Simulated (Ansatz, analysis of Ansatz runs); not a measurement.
# Migration in MgH2 (Pbcn): V_H hop (2.6 Å), charge +1, part 2 of 2

How high is the barrier when H changes place in MgH2 (Pbcn)? The case: V_H hop (2.6 Å), charge +1, in a cell of 48 host atoms with 1 H taken out.

Ansatz 0.2.0; plane-wave PAW DFT, PBEsol; nudged elastic band between two relaxed defect structures at fixed charge in a uniform background.

So far, barrier forward (eV): step 4 (nudged elastic band, charge +1) 0.332.

**5. Single point at the top of the path, PBEsol**

A single point at the top of the band gives the levels near the gap and the populations there.

This step: plane-wave PAW DFT, PBEsol; single point of a defect supercell on a structure of the PBEsol path.

Input file qp1_c48k1.top.probe/input.yaml:

```yaml
crystal:
  lattice:
    - [-4.47603151, 5.39366888, 4.89464524]
    - [4.47603151, -5.39366888, 4.89464524]
    - [4.47603151, 5.39366888, -4.89464524]
  atoms:
    - { symbol: Mg, position: [0.29207521, 0.13050981, 0.66208334] }
    - { symbol: Mg, position: [0.28550233, 0.62688677, 0.17605887] }
[... 3 atom lines left out ...]
    - { symbol: Mg, position: [0.48078393, 0.62576943, 0.85645951] }
[... 2 atom lines left out ...]
    - { symbol: Mg, position: [0.19157171, 0.36418137, 0.3282767] }
    - { symbol: Mg, position: [0.21403992, 0.88737583, 0.82886871] }
[... 2 atom lines left out ...]
    - { symbol: Mg, position: [0.03646937, 0.35520184, 0.65049052] }
[... 2 atom lines left out ...]
    - { symbol: Mg, position: [0.54544866, 0.89626311, 0.68240324] }
[... 1 atom line left out ...]
    - { symbol: H, position: [0.15930742, 0.57852232, 0.32797748] }
[... 5 atom lines left out ...]
    - { symbol: H, position: [0.59243423, 0.90096873, 0.91727779] }
    - { symbol: H, position: [0.26664087, 0.35031127, 0.69334745] }
[... 6 atom lines left out ...]
    - { symbol: H, position: [0.99966427, 0.67317856, 0.5822735] }
    - { symbol: H, position: [-9.388e-05, 0.30398078, 0.40644383] }
[... 4 atom lines left out ...]
    - { symbol: H, position: [0.29665224, 0.62626919, 0.67172455] }
[... 6 atom lines left out ...]
    - { symbol: H, position: [0.35261247, 0.94720931, 0.69739961] }
[... 1 atom line left out ...]
    - { symbol: H, position: [0.82692163, 0.90523936, 0.17053022] }
total_charge: 1
basis:
  ecutwfc: 420
  xc_grid: 2
hamiltonian:
  xc: pbesol
kpoints:
  mp_grid: { grid: [1, 1, 1] }
scf:
  occupations: { method: fixed }
  max_iter: 150
output:
  forces: true
  eigenvalues: true
  eigenstates: { localisation: true }
  populations: true
  write_density: true
  write_potential: true
  volumetric_format: npy
  elf: true
checkpoint:
  write: "../qp1_c48k1.top.probe.run"
  compress: false
  write_wavefunctions: false
  write_every: 100000
```

Command:

```console
> ansatz run input.yaml --threads 4 --pin off --max-ram 14131MiB --backend cpu --events-out ev --progress --plain --runs-dir out
```

Elapsed: 1.9 s, on 4 threads of Arm Neoverse V2, shared host; peak memory 0.53 GiB.

Read from the output:

* free energy: -31087.7328 eV

States next to the filling edge at the first k-point, on the run's own zero (eigenstates.tsv). The participation number counts the atoms that a state is spread over, of 47; bands count from 0.

```
spin  band  energy (eV)  occupation  participation  largest share on  share
both    89        1.851        2.00           18.4               H37   0.09
both    90        1.979        2.00           17.6               H29   0.10
both    91        2.035        2.00           25.1               H47   0.07
both    92        2.099        2.00           17.1               H43   0.11
both    93        2.314        2.00           13.9               H38   0.18
both    94        2.417        2.00           23.6               H28   0.07
both    95        5.929        0.00           43.9               H26   0.03
both    96        6.082        0.00           14.8               H38   0.19
both    97        6.322        0.00           37.2               Mg6   0.06
both    98        6.462        0.00           44.9               H37   0.03
both    99        6.505        0.00           43.2               H20   0.04
```

Under PBEsol at the zone centre alone, the highest filled state is spread over 24 of 47 atoms, and the lowest empty one, 3.51 eV above it, is spread over 44 of 47 atoms.

Valence electrons by atom (Löwdin), nearest atoms first, with the excess over far atoms of the same element, which can also hold differences between inequivalent host sites (the log counts sites from 0):

```
atom  distance from the centre (Å)  electrons  excess
 H38                          0.27      1.604  -0.066
 Mg6                          1.72      8.592   0.012
 H25                          2.22      1.661  -0.010
 H24                          2.22      1.661  -0.010
Mg13                          2.51      8.587   0.007
Mg16                          2.52      8.586   0.007
 Mg9                          2.58      8.581   0.001
Mg10                          2.58      8.580   0.001
```

Valence density in the ac plane at fractional y = 0.625, through the centre, with atoms of Mg and H within 0.45 Å of it. It is the smooth field of the valence electrons, not physical close to the nuclei.

Ten steps, logarithmic in the rise over the least value, from '_' (0 e/Å³) to '@' (24 e/Å³), each cell a mean:
```
____________________......______________________
____________________::++++::____________________
____________________++@@%%++..........__________
__________________..##@@@@==..::::::..__________
__________________..++##++....::::::..__________
____________............______............______
__________..::::::..______________..==##**::____
__________..--==::..______________--##@@%%--____
..________..::--::..______________--%%@@##::....
::..________......________________..==++::....::
::..______________________________________..::--
..________________________________________....::
..__________________________________________....
..______....________________________________..::
++......::::..____________________......__::++##
##::..::--::..__________________..::::....++@@@@
++......::....________________..::----....++%%@@
..____......::--::____________..::::::..__::++==
__________--##%%++..____________......______....
..________++@@@@##..______________________......
..________==%%##==........______________..::--::
..________..----....::::..______________..::--::
__________________..::::..______________..::::..
__________________..::::..________________....__
```
Columns run along a (8.5 Å), rows up along c (8.5 Å). Atoms in or near the plane, at fractional coordinates: Mg at (0.29, 0.18), Mg at (0.80, 0.66), Mg at (0.48, 0.86), Mg at (0.96, 0.33), H at (0.16, 0.33), H at (0.66, 0.80), H at (0.48, 0.09), H at (0.00, 0.58), H at (0.30, 0.67), H at (0.74, 0.32), H at (0.91, 0.08).

ELF in the ac plane at fractional y = 0.625, through the centre, with atoms of Mg and H within 0.45 Å of it. It is the smooth field of the valence electrons, not physical close to the nuclei.

Ten even steps from '_' (0.17 × 1e-1) to '@' (9.99 × 1e-1), each cell a mean:
```
______________..==##++::..____..::::....::==--..
________________......::::..__==####++..________
____________________--------..%%@@@@%%--________
____________....____--::--::--@@@@@@@@--________
________..==****--__------..++@@@@@@##..________
________--%%@@@@%%--______..##@@@@**..__________
....__..++@@@@@@@@%%--____..==**==..::----..____
==--....++@@@@@@@@@@**..____....__..--::--..__--
@@##--..==@@@@@@@@@@**..__________::--::--..==%%
@@@@==__::##@@@@@@%%==..____________----..::%%@@
@@@@==____::==++++--..__________________..##@@@@
@@##::______......______________________--%%@@@@
==::__::====--..________________________..++****
____::##@@@@##--________________..----::..____..
--__++@@@@@@@@==..____________--##@@@@##..__----
--..**@@@@@@%%--____________::##@@@@@@%%..::--::
--..**@@@@%%==______________==@@@@@@@@%%..::----
____++%%##::......__________==@@@@@@@@##__..::::
......--....------__________::##@@@@%%--____....
##::______--::::--__::==--..__::====::__--##%%%%
@@--______------::..##@@%%++..________::%%@@@@@@
@@--________::....**@@@@@@##::________==@@@@@@@@
##..____________==@@@@@@@@##::________++@@@@@@@@
--____________..**@@@@@@%%==__________::##@@@@%%
```
Columns run along a (8.5 Å), rows up along c (8.5 Å). Atoms in or near the plane, at fractional coordinates: Mg at (0.29, 0.18), Mg at (0.80, 0.66), Mg at (0.48, 0.86), Mg at (0.96, 0.33), H at (0.16, 0.33), H at (0.66, 0.80), H at (0.48, 0.09), H at (0.00, 0.58), H at (0.30, 0.67), H at (0.74, 0.32), H at (0.91, 0.08).

Electrostatic potential energy in the ac plane at fractional y = 0.625, through the centre, with atoms of Mg and H within 0.45 Å of it. With pseudopotentials it is smooth inside the atoms' cores, unlike the true potential.

Ten even steps from '0' (-57 eV) to '9' (8 eV), each cell a mean:
```
999999999988889999999999
999999999874468999999999
999999999730048999999999
999999998710048888999999
999999999741378988999999
999999999877889999877899
999999878998999998523789
999999627999999986100689
999999768999999985002789
899999999999999987436898
899999999999999998888986
999999999999999999999998
999999999999999999999998
789999999999999999999887
479988999999999999999731
178868999999999997898400
389989888999999984798400
789998767899999997998644
999986103799999999999888
999983002799999999999999
999984015899999999999978
999987568988999999999747
999998889988999999999889
999999999999999999999999
```
Columns run along a (8.5 Å; values clipped at the 3rd and 97th percentile), rows up along c (8.5 Å). Atoms in or near the plane, at fractional coordinates: Mg at (0.29, 0.18), Mg at (0.80, 0.66), Mg at (0.48, 0.86), Mg at (0.96, 0.33), H at (0.16, 0.33), H at (0.66, 0.80), H at (0.48, 0.09), H at (0.00, 0.58), H at (0.30, 0.67), H at (0.74, 0.32), H at (0.91, 0.08).

The distance between the highest filled and the lowest empty level goes from 3.45 eV at the start to 3.51 eV at the top.

**6. Outcome**

```json
{
  "barrier forward": "0.33 eV",
  "barrier backward": "0.33 eV",
  "end less start": "0.00 eV",
  "hop length": "2.35 Å",
  "band iterations, as the log counts them": "6"
}
```

The top of the band lies 0.33 eV above the start and 0.33 eV above the end, which are alike in energy and neighbours. For hydrogen, zero-point energy and tunnelling change the rate much, so no rate follows from this barrier alone. The order of the top as a saddle was not checked for all atoms, so a bent path could be lower. No image-charge correction is applied; it largely cancels along a path if the charge stays localised alike. Limits: sampling at the zone centre alone can move energies of charged and open-shell states by tenths of an eV or more in cells of this size; periodic copies of the defect are only 8.5 Å apart.

[Logs are printed without paths, hosts, clocks, repeated set-up lines and the standing remarks that a program may print on its own settings, such as how far it seeks lower states.]

[Hosts, paths, dates, database ids (printed as entryN), source tags and the programs' standing remarks are cut or masked in the printed files.]
